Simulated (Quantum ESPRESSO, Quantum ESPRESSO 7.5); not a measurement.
# W(110) under a row of overlayers

Aim: how a monolayer of each of several elements shifts the work function of W(110).

Program: Quantum ESPRESSO 7.5. Level of theory: plane-wave DFT, PBE, GBRV ultrasoft pseudopotentials. Results are calculated unless marked as measured.

The experiments to compare with:

For W (clean (110) face), “Anisotropic work function of elemental crystals” (2019, arxiv:1902.07811) quotes earlier work: work function (clean (110) face) 5.25 eV.

Most raw output is cut from this account.

## Step 1: The starting structure

The cell holds 5 atoms: 5 W. Its edges and angles: a = 2.737 Å, b = 2.737 Å, c = 24.938 Å, α = 90.0°, β = 90.0°, γ = 70.5°. It derives from W. Vacuum lies along c.

This is the clean slab. Each overlayer is one atom a surface cell, set on the top site and held there by symmetry.

## Step 2: Relaxing the ions, clean face, with nosym = False

A first try, with the settings that serve most slabs.

The input, clean.relax.try.in:

```
&control
  prefix = 'clean.relax'
  outdir = './out'
  pseudo_dir = './pseudo'
  nstep = 40
  forc_conv_thr = 0.001
  calculation = 'relax'
/
&system
  ibrav = 0
  nat = 5
  ntyp = 1
  ecutwfc = 40
  ecutrho = 200
  occupations = 'smearing'
  smearing = 'mv'
  degauss = 0.02
/
&electrons
  conv_thr = 1e-07
  mixing_beta = 0.4
  electron_maxstep = 120
  mixing_mode = 'local-TF'
/
&ions
/
ATOMIC_SPECIES
  W   183.8400  w_pbe_v1.2.uspp.F.UPF
CELL_PARAMETERS angstrom
  2.23445742854949 -1.58000000000000 0.00000000000000
  2.23445742854949 1.58000000000000 0.00000000000000
  0.00000000000000 0.00000000000000 24.93782971419796
ATOMIC_POSITIONS crystal
  W   0.000000000000 0.000000000000 0.320797763546 0 0 0
  W   0.500000000000 0.500000000000 0.410398881773 0 0 0
  W   0.000000000000 0.000000000000 0.500000000000 0 0 0
  W   0.500000000000 0.500000000000 0.589601118227
  W   0.000000000000 0.000000000000 0.679202236454
K_POINTS automatic
  10 10 1 0 0 0
```

Command:

```sh
$ OMP_NUM_THREADS=1 mpirun -n 4 pw.x -nk 4 -in clean.relax.try.in > clean.relax.try.out
```

The job ended after 71 s (4 MPI ranks of Arm Neoverse V1, shared host; peak memory 0.75 GiB).

This try failed: “checkallsym (1): some of the original symmetry operations not satisfied”.

The message: “checkallsym (1): some of the original symmetry operations not satisfied”. The slab starts symmetric, and holding atoms on one side alone breaks that symmetry at the first step; without symmetry the check falls away, at the price of more k points.

## Step 3: Relaxing the ions, clean face

The run is repeated without symmetry.

The upper layers and the overlayer are relaxed in a plain periodic cell; the small field of the images is left in for this step. Atoms flagged 0 0 0 are held.

clean.relax.in, as its differences from the input of step 2:

```diff
@@ -17,2 +17,3 @@
   degauss = 0.02
+  nosym = .true.
 /
```

Command:

```sh
$ OMP_NUM_THREADS=1 mpirun -n 4 pw.x -nk 4 -in clean.relax.in > clean.relax.out
```

Run time: 8.5 min. Hardware: 4 MPI ranks; peak memory 0.81 GiB; 34 min of CPU time.

Relaxation path:

```tsv
step	energy less that of the first step (eV)	largest force (eV/Å)
1	0.0000	0.6899
2	-0.0095	0.4001
3	-0.0139	0.0870
4	-0.0141	0.0429
5	-0.0142	0.0446
6	-0.0142	0.0417
7	-0.0143	0.0349
8	-0.0144	0.0226
```

The atoms that moved most (Å):

```tsv
atom	dx	dy	dz	length
W4	0.000	0.000	0.038	0.038
W5	0.000	0.000	-0.008	0.008
```

The relaxation lowers the energy by 3 meV an atom. On the free atoms the largest force ends at 0.023 eV/Å.

Read from the output:

- free energy: -10822.9192 eV
- Fermi energy: 7.637 eV

## Step 4: Self-consistent run, clean face

Open boundaries by another road: assume_isolated = 'esm' with bc1, the slab centred on z = 0.

The input, clean.esm.in:

```
&control
  prefix = 'clean.esm'
  outdir = './out'
  pseudo_dir = './pseudo'
  calculation = 'scf'
  tprnfor = .true.
/
&system
  ibrav = 0
  nat = 5
  ntyp = 1
  ecutwfc = 40
  ecutrho = 200
  occupations = 'smearing'
  smearing = 'mv'
  degauss = 0.02
  assume_isolated = 'esm'
  esm_bc = 'bc1'
/
&electrons
  conv_thr = 1e-07
  mixing_beta = 0.4
  electron_maxstep = 120
  mixing_mode = 'local-TF'
/
ATOMIC_SPECIES
  W   183.8400  w_pbe_v1.2.uspp.F.UPF
CELL_PARAMETERS angstrom
  2.23445742854949 -1.58000000000000 0.00000000000000
  2.23445742854949 1.58000000000000 0.00000000000000
  0.00000000000000 0.00000000000000 24.93782971419796
ATOMIC_POSITIONS crystal
  W   0.000000000000 0.000000000000 -0.179050911800
  W   0.500000000000 0.500000000000 -0.089449793500
  W   0.000000000000 0.000000000000 0.000151324700
  W   0.499999991500 0.500000012200 0.091288206900
  W   -0.000000043400 0.000000043300 0.179050911800
K_POINTS automatic
  10 10 1 0 0 0
```

Command:

```sh
$ OMP_NUM_THREADS=1 mpirun -n 4 pw.x -nk 4 -in clean.esm.in > clean.esm.out
```

The job ended after 2.1 min (4 MPI ranks; peak memory 0.67 GiB; 8.2 min of CPU time).

Numbers from this step:

```
free energy                                                    : -10822.9193 eV
Fermi energy                                                   : -4.863 eV
vacuum line at the lower end of the cell, over the Fermi level : 4.885 eV
vacuum line at the upper end of the cell, over the Fermi level : 4.842 eV
```

Electrostatic potential energy of an electron; zero at the Fermi level. The potential energy, planar mean by z:

z (Å), potential energy, planar mean (eV) and a bar from the least value:
```
    -12.0        4.9 ##############################
    -11.5        4.9 ##############################
    -11.0        4.9 ##############################
    -10.5        4.9 ##############################
    -10.0        4.9 ##############################
     -9.5        4.9 ##############################
     -9.0        4.9 ##############################
     -8.5        4.9 ##############################
     -8.0        4.9 ##############################
     -7.5        4.8 ##############################
     -7.0        4.7 ##############################
     -6.5        4.3 #############################
     -6.0        3.1 ###########################
     -5.5       -1.1 #####################
     -5.0      -10.0 ########
     -4.5      -15.3 #
     -4.0      -11.4 ######
     -3.5       -3.6 ##################
     -3.0       -6.3 ##############
     -2.5      -14.4 ##
     -2.0      -14.8 #
     -1.5       -7.1 #############
     -1.0       -3.5 ##################
     -0.5      -11.1 #######
      0.0      -15.8 
      0.5      -11.2 #######
      1.0       -3.3 ##################
      1.5       -6.2 ##############
      2.0      -14.4 ##
      2.5      -14.9 #
      3.0       -7.2 ############
      3.5       -3.9 #################
      4.0      -11.4 ######
      4.5      -15.2 #
      5.0      -10.0 ########
      5.5       -1.1 #####################
      6.0        3.1 ###########################
      6.5        4.3 #############################
      7.0        4.7 ##############################
      7.5        4.8 ##############################
      8.0        4.8 ##############################
      8.5        4.8 ##############################
      9.0        4.8 ##############################
      9.5        4.8 ##############################
     10.0        4.8 ##############################
     10.5        4.8 ##############################
     11.0        4.8 ##############################
     11.5        4.8 ##############################
     12.0        4.8 ##############################
```

The vacuum levels are read from the outermost 0.7 Å of the cell on either side.

The run needed 24 iterations to bring the estimated error under 1e-07 Ry; the largest force on any atom, held or free, is 0.67 eV/Å.

Inside the slab this potential holds the local part of the pseudopotentials, which can be repulsive at the nuclei; only its value in the vacuum has a meaning of its own.

## Step 5: Projected density of states, clean face

Projections on atomic orbitals tell which layers and orbitals hold the states near the zero of energy.

The input, clean.pdos.in:

```
&projwfc
  prefix = 'clean.esm'
  outdir = './out'
  filpdos = 'clean.pdos'
  Emin = -12.863
  Emax = -0.863
  DeltaE = 0.1
  ngauss = 0
  degauss = 0.01
/
```

Command:

```sh
$ OMP_NUM_THREADS=1 mpirun -n 4 projwfc.x -in clean.pdos.in > clean.pdos.out
```

It took 1.9 s on 4 MPI ranks; peak memory 0.12 GiB.

Read from the output:

- spilling of the projection: 9.00e-4

Projected DOS an atom over height of the atomic layer and energy from the Fermi level. Columns are the atomic layers from the bottom up.

Ten even steps from '_' (0.05 states/eV) to '@' (1.77 states/eV), each cell a mean:
```
++++==++++
++------++
++--==--++
##::::::##
++__..__++
++......==
@@======@@
%%**##++@@
++++**++++
######****
##@@%%@@##
--##%%##--
..::..::..
==**==**==
--++==++--
::**++**::
..--==--..
..::--::..
__......__
__________
__________
__________
```
Columns: height of the atomic layer (Å) from -4.47 to 4.47; rows upwards: energy from the Fermi level (eV) from -8.00 to 1.40.

The atomic orbitals miss 0.1 % of the occupied states; for empty states the projections can miss much more.

## Step 6: Relaxation with pw.x, Li overlayer

System of this step: W(110), 5 layers, one monolayer of Li on top sites. The cell holds 6 atoms: 5 W and 1 Li. Its edges and angles: a = 2.737 Å, b = 2.737 Å, c = 27.938 Å, α = 90.0°, β = 90.0°, γ = 70.5°. It derives from W. Vacuum lies along c.

The input, Li.relax.in:

```
&control
  prefix = 'Li.relax'
  outdir = './out'
  pseudo_dir = './pseudo'
  nstep = 40
  forc_conv_thr = 0.001
  calculation = 'relax'
/
&system
  ibrav = 0
  nat = 6
  ntyp = 2
  ecutwfc = 40
  ecutrho = 200
  occupations = 'smearing'
  smearing = 'mv'
  degauss = 0.02
/
&electrons
  conv_thr = 1e-07
  mixing_beta = 0.4
  electron_maxstep = 120
  mixing_mode = 'local-TF'
/
&ions
/
ATOMIC_SPECIES
  W   183.8400  w_pbe_v1.2.uspp.F.UPF
  Li  6.9400  li_pbe_v1.4.uspp.F.UPF
CELL_PARAMETERS angstrom
  2.23445742854949 -1.58000000000000 0.00000000000000
  2.23445742854949 1.58000000000000 0.00000000000000
  0.00000000000000 0.00000000000000 27.93782971419796
ATOMIC_POSITIONS crystal
  W   0.000000000000 0.000000000000 0.297088216404 0 0 0
  W   0.500000000000 0.500000000000 0.377067851595 0 0 0
  W   0.000000000000 0.000000000000 0.457047486785 0 0 0
  W   0.500000000000 0.500000000000 0.537027121975
  W   0.000000000000 0.000000000000 0.617006757165
  Li  0.000000000000 0.000000000000 0.720808664102
K_POINTS automatic
  10 10 1 0 0 0
```

Command:

```sh
$ OMP_NUM_THREADS=1 mpirun -n 4 pw.x -nk 4 -in Li.relax.in > Li.relax.out
```

The job ended after 16 min (4 MPI ranks; peak memory 0.86 GiB).

Step by step:

```tsv
step	energy less that of the first step (eV)	largest force (eV/Å)
1	0.0000	0.4172
2	-0.0060	0.3015
3	-0.0124	0.2703
4	-0.0207	0.2401
5	-0.0290	0.1911
6	-0.0341	0.1581
7	-0.0347	0.1278
8	-0.0355	0.0835
9	-0.0365	0.1108
10	-0.0375	0.1516
11	-0.0387	0.1706
12	-0.0400	0.1658
13	-0.0412	0.0988
14	-0.0415	0.0237
```

The atoms that moved most (Å):

```tsv
atom	dx	dy	dz	length
Li6	0.000	0.000	-0.184	0.184
W4	0.000	0.000	0.035	0.035
W5	0.000	0.000	0.030	0.030
```

The relaxation lowers the energy by 7 meV an atom. On the free atoms the largest force ends at 0.024 eV/Å.

Numbers from this step:

| Quantity | Value |
| --- | --- |
| free energy | -11019.9858 eV |
| Fermi energy | 7.106 eV |

## Step 7: Ground state, Li overlayer

The input, Li.esm.in:

```
&control
  prefix = 'Li.esm'
  outdir = './out'
  pseudo_dir = './pseudo'
  calculation = 'scf'
  tprnfor = .true.
/
&system
  ibrav = 0
  nat = 6
  ntyp = 2
  ecutwfc = 40
  ecutrho = 200
  occupations = 'smearing'
  smearing = 'mv'
  degauss = 0.02
  assume_isolated = 'esm'
  esm_bc = 'bc1'
/
&electrons
  conv_thr = 1e-07
  mixing_beta = 0.4
  electron_maxstep = 120
  mixing_mode = 'local-TF'
/
ATOMIC_SPECIES
  W   183.8400  w_pbe_v1.2.uspp.F.UPF
  Li  6.9400  li_pbe_v1.4.uspp.F.UPF
CELL_PARAMETERS angstrom
  2.23445742854949 -1.58000000000000 0.00000000000000
  2.23445742854949 1.58000000000000 0.00000000000000
  0.00000000000000 0.00000000000000 27.93782971419796
ATOMIC_POSITIONS crystal
  W   0.000000000000 0.000000000000 -0.208567785750
  W   0.500000000000 0.500000000000 -0.128588150550
  W   0.000000000000 0.000000000000 -0.048608515350
  W   0.500000000000 0.500000000000 0.032606985450
  W   0.000000000000 0.000000000000 0.112407266650
  Li  0.000000000000 0.000000000000 0.208567785750
K_POINTS automatic
  10 10 1 0 0 0
```

Command:

```sh
$ OMP_NUM_THREADS=1 mpirun -n 4 pw.x -nk 4 -in Li.esm.in > Li.esm.out
```

Run time: 11 min. Hardware: 4 MPI ranks; peak memory 0.89 GiB.

Numbers from this step:

| Property | Result |
| --- | --- |
| free energy | -11019.9839 eV |
| Fermi energy | -4.410 eV |
| vacuum line at the lower end of the cell, over the Fermi level | 4.906 eV |
| vacuum line at the upper end of the cell, over the Fermi level | 3.913 eV |

The potential energy, planar mean oscillates, so the rows of the table below give means over windows of 2.21 Å about each position, cut where the curve ends. Its maxima inside the range that stand out by 2 % of the span (Å: eV): -4.7: -2.91, -2.4: -3.02, -0.2: -2.60, 2.0: -2.84, 4.7: 2.09. Its minima: -5.8: -15.3, -3.6: -15.9, -1.4: -15.8, 0.9: -15.8, 3.1: -15.3, 5.9: -3.96.

Electrostatic potential energy of an electron; zero at the Fermi level. Table of potential energy, planar mean by z; means over each step:

z (Å), potential energy, planar mean (eV) and a bar from the least value:
```
   -12.87        4.9 ##############################
   -10.66        4.9 ##############################
    -8.45        4.5 #############################
    -6.24       -8.1 ###
    -4.03       -9.8 
    -1.82       -9.8 
     0.39       -9.6 
     2.60       -9.5 #
     4.81       -1.4 #################
     7.02        0.9 ######################
     9.23        3.8 ############################
    11.44        3.9 ############################
    13.65        3.9 ############################
```

The covered face stands at 3.91 eV against 4.84 eV when clean.

Inside the slab this potential holds the local part of the pseudopotentials, which can be repulsive at the nuclei; only its value in the vacuum has a meaning of its own.

## Step 8: Projected density of states, Li overlayer

The input, Li.pdos.in:

```
&projwfc
  prefix = 'Li.esm'
  outdir = './out'
  filpdos = 'Li.pdos'
  Emin = -12.41
  Emax = -0.41
  DeltaE = 0.1
  ngauss = 0
  degauss = 0.01
/
```

Command:

```sh
$ OMP_NUM_THREADS=1 mpirun -n 4 projwfc.x -in Li.pdos.in > Li.pdos.out
```

It took 2.2 s on 4 MPI ranks; peak memory 0.24 GiB.

This step gave:

| Property | Result |
| --- | --- |
| spilling of the projection | 8.00e-4 |

Projected DOS an atom over height of the atomic layer and energy from the Fermi level. Columns are the atomic layers from the bottom up.

Values in states/eV, 22 rows by 6 columns, each cell a mean:
```
0.99 0.98 0.92 1.00 0.95 0.55
1.00 0.77 0.73 0.76 0.94 0.51
0.94 0.70 0.77 0.69 0.87 0.44
1.44 0.53 0.53 0.47 1.10 0.55
1.05 0.26 0.33 0.36 1.12 0.55
0.80 0.32 0.32 0.35 0.84 0.19
1.72 0.72 0.69 0.77 0.99 0.17
1.63 1.12 1.42 1.30 1.64 0.18
1.12 1.05 1.28 1.11 1.18 0.16
1.24 1.23 1.21 1.05 1.39 0.22
1.31 1.67 1.46 1.77 1.81 0.28
0.77 1.35 1.54 1.21 0.87 0.04
0.36 0.52 0.36 0.51 0.38 0.01
0.89 1.10 0.92 1.11 0.89 0.03
0.67 1.00 0.79 0.95 0.68 0.02
0.53 1.07 0.95 1.05 0.54 0.03
0.34 0.73 0.79 0.67 0.33 0.02
0.27 0.57 0.63 0.51 0.26 0.02
0.14 0.22 0.22 0.22 0.14 0.01
0.09 0.20 0.21 0.18 0.09 0.01
0.06 0.11 0.10 0.11 0.06 0.00
0.06 0.11 0.10 0.10 0.06 0.01
```
Columns: height of the atomic layer (Å) from -5.83 to 5.83 (not evenly spaced); rows upwards: energy from the Fermi level (eV) from -8.00 to 1.50.

The atomic orbitals miss 0.1 % of the occupied states; for empty states the projections can miss much more.

## Step 9: Relaxation with pw.x, Na overlayer

System of this step: W(110), 5 layers, one monolayer of Na on top sites. The cell holds 6 atoms: 5 W and 1 Na. Its edges and angles: a = 2.737 Å, b = 2.737 Å, c = 27.938 Å, α = 90.0°, β = 90.0°, γ = 70.5°. It derives from W. Vacuum lies along c.

The input, Na.relax.in:

```
&control
  prefix = 'Na.relax'
  outdir = './out'
  pseudo_dir = './pseudo'
  nstep = 40
  forc_conv_thr = 0.001
  calculation = 'relax'
/
&system
  ibrav = 0
  nat = 6
  ntyp = 2
  ecutwfc = 40
  ecutrho = 200
  occupations = 'smearing'
  smearing = 'mv'
  degauss = 0.02
/
&electrons
  conv_thr = 1e-07
  mixing_beta = 0.4
  electron_maxstep = 120
  mixing_mode = 'local-TF'
/
&ions
/
ATOMIC_SPECIES
  W   183.8400  w_pbe_v1.2.uspp.F.UPF
  Na  22.9898  na_pbe_v1.5.uspp.F.UPF
CELL_PARAMETERS angstrom
  2.23445742854949 -1.58000000000000 0.00000000000000
  2.23445742854949 1.58000000000000 0.00000000000000
  0.00000000000000 0.00000000000000 27.93782971419796
ATOMIC_POSITIONS crystal
  W   0.000000000000 0.000000000000 0.297088216404 0 0 0
  W   0.500000000000 0.500000000000 0.377067851595 0 0 0
  W   0.000000000000 0.000000000000 0.457047486785 0 0 0
  W   0.500000000000 0.500000000000 0.537027121975
  W   0.000000000000 0.000000000000 0.617006757165
  Na  0.000000000000 0.000000000000 0.734410293287
K_POINTS automatic
  10 10 1 0 0 0
```

Command:

```sh
$ OMP_NUM_THREADS=1 mpirun -n 4 pw.x -nk 4 -in Na.relax.in > Na.relax.out
```

Run time: 15 min. Hardware: 4 MPI ranks; peak memory 0.95 GiB.

Relaxation path:

```tsv
step	energy less that of the first step (eV)	largest force (eV/Å)
1	0.0000	0.4659
2	-0.0050	0.3198
3	-0.0097	0.2027
4	-0.0157	0.2199
5	-0.0215	0.2145
6	-0.0238	0.2351
7	-0.0258	0.1545
8	-0.0268	0.0862
9	-0.0274	0.1207
10	-0.0283	0.1373
11	-0.0292	0.1370
12	-0.0304	0.1452
13	-0.0319	0.1329
14	-0.0333	0.0717
15	-0.0334	0.0246
```

The atoms that moved most (Å):

```tsv
atom	dx	dy	dz	length
Na6	0.000	0.000	-0.191	0.191
W4	0.000	0.000	0.036	0.036
W5	0.000	0.000	0.024	0.024
```

The relaxation lowers the energy by 6 meV an atom. On the free atoms the largest force ends at 0.025 eV/Å.

Numbers from this step:

```
free energy  : -12119.9640 eV
Fermi energy : 7.598 eV
```

## Step 10: Self-consistent run, Na overlayer

The input, Na.esm.in:

```
&control
  prefix = 'Na.esm'
  outdir = './out'
  pseudo_dir = './pseudo'
  calculation = 'scf'
  tprnfor = .true.
/
&system
  ibrav = 0
  nat = 6
  ntyp = 2
  ecutwfc = 40
  ecutrho = 200
  occupations = 'smearing'
  smearing = 'mv'
  degauss = 0.02
  assume_isolated = 'esm'
  esm_bc = 'bc1'
/
&electrons
  conv_thr = 1e-07
  mixing_beta = 0.4
  electron_maxstep = 120
  mixing_mode = 'local-TF'
/
ATOMIC_SPECIES
  W   183.8400  w_pbe_v1.2.uspp.F.UPF
  Na  22.9898  na_pbe_v1.5.uspp.F.UPF
CELL_PARAMETERS angstrom
  2.23445742854949 -1.58000000000000 0.00000000000000
  2.23445742854949 1.58000000000000 0.00000000000000
  0.00000000000000 0.00000000000000 27.93782971419796
ATOMIC_POSITIONS crystal
  W   0.000000000000 0.000000000000 -0.215247968750
  W   0.500000000000 0.500000000000 -0.135268333550
  W   0.000000000000 0.000000000000 -0.055288698350
  W   0.500000000000 0.500000000000 0.025990193050
  W   0.000000000000 0.000000000000 0.105539057450
  Na  0.000000000000 0.000000000000 0.215247968750
K_POINTS automatic
  10 10 1 0 0 0
```

Command:

```sh
$ OMP_NUM_THREADS=1 mpirun -n 4 pw.x -nk 4 -in Na.esm.in > Na.esm.out
```

It took 5.4 min on 4 MPI ranks; peak memory 0.93 GiB.

Read from the output:

- free energy: -12119.9613 eV
- Fermi energy: -4.287 eV
- vacuum line at the lower end of the cell, over the Fermi level: 4.911 eV
- vacuum line at the upper end of the cell, over the Fermi level: 3.663 eV

The potential energy, planar mean oscillates, so the rows of the table below give means over windows of 2.27 Å about each position, cut where the curve ends. Its maxima inside the range that stand out by 2 % of the span (Å: eV): -4.9: -2.80, -2.7: -2.99, -0.5: -2.69, 1.9: -2.85, 4.5: 2.31, 6.0: 39.8. Its minima: -6.0: -15.3, -3.7: -15.8, -1.5: -15.8, 0.7: -15.8, 2.9: -15.2, 5.2: -0.704, 6.8: -1.32.

Electrostatic potential energy of an electron; zero at the Fermi level. The potential energy, planar mean by z; means over each step:

```tsv
z (Å)	potential energy, planar mean (eV)
-12.84	4.91
-10.57	4.91
-8.30	4.06
-6.03	-9.03
-3.76	-9.70
-1.49	-9.63
0.78	-9.63
3.05	-8.84
5.32	13.8
7.59	2.49
9.86	3.62
12.13	3.66
```

The covered face stands at 3.66 eV against 4.84 eV when clean.

Inside the slab this potential holds the local part of the pseudopotentials, which can be repulsive at the nuclei; only its value in the vacuum has a meaning of its own.

## Step 11: Projected density of states, Na overlayer

The input, Na.pdos.in:

```
&projwfc
  prefix = 'Na.esm'
  outdir = './out'
  filpdos = 'Na.pdos'
  Emin = -12.287
  Emax = -0.287
  DeltaE = 0.1
  ngauss = 0
  degauss = 0.01
/
```

Command:

```sh
$ OMP_NUM_THREADS=1 mpirun -n 4 projwfc.x -in Na.pdos.in > Na.pdos.out
```

Wall time 2.2 s (4 MPI ranks); peak memory 0.24 GiB.

Read from the output:

* spilling of the projection: 0.001

Projected DOS an atom over height of the atomic layer and energy from the Fermi level. Columns are the atomic layers from the bottom up.

Values in states/eV, 22 rows by 6 columns, each cell a mean:
```
1.07 1.02 0.99 1.00 0.98 0.29
1.00 0.79 0.76 0.77 1.05 0.28
0.96 0.70 0.77 0.69 0.92 0.28
1.42 0.53 0.54 0.47 1.19 0.28
1.04 0.25 0.30 0.32 1.35 0.29
0.82 0.31 0.33 0.36 1.01 0.32
1.72 0.74 0.72 0.79 1.18 0.09
1.63 1.09 1.37 1.22 1.64 0.09
1.11 1.05 1.29 1.12 1.20 0.10
1.24 1.23 1.22 1.08 1.38 0.13
1.31 1.66 1.45 1.77 1.79 0.23
0.78 1.36 1.55 1.22 0.87 0.07
0.36 0.52 0.37 0.52 0.38 0.00
0.88 1.09 0.91 1.12 0.91 0.01
0.67 1.00 0.78 0.95 0.68 0.01
0.53 1.08 0.97 1.06 0.54 0.01
0.34 0.73 0.79 0.67 0.33 0.01
0.27 0.57 0.64 0.52 0.26 0.01
0.14 0.23 0.22 0.22 0.15 0.00
0.09 0.20 0.22 0.19 0.09 0.00
0.06 0.11 0.11 0.11 0.06 0.00
0.06 0.11 0.10 0.11 0.06 0.00
```
Columns: height of the atomic layer (Å) from -6.01 to 6.01 (not evenly spaced); rows upwards: energy from the Fermi level (eV) from -8.00 to 1.50.

The atomic orbitals miss 0.1 % of the occupied states; for empty states the projections can miss much more.

(Continued in part 2 of 2.)

[Logs are printed without paths, hosts, clocks, repeated set-up lines and the standing remarks that a program may print on its own settings, such as how far it seeks lower states.]

[Hosts, paths, dates, database ids (printed as entryN), source tags and the programs' standing remarks are cut or masked in the printed files.]

[Maps of the electrostatic potential energy from Ansatz leave out the sawtooth potential of an applied field or a dipole correction, so their vacuum need not be flat; planar profiles and work functions include it.]
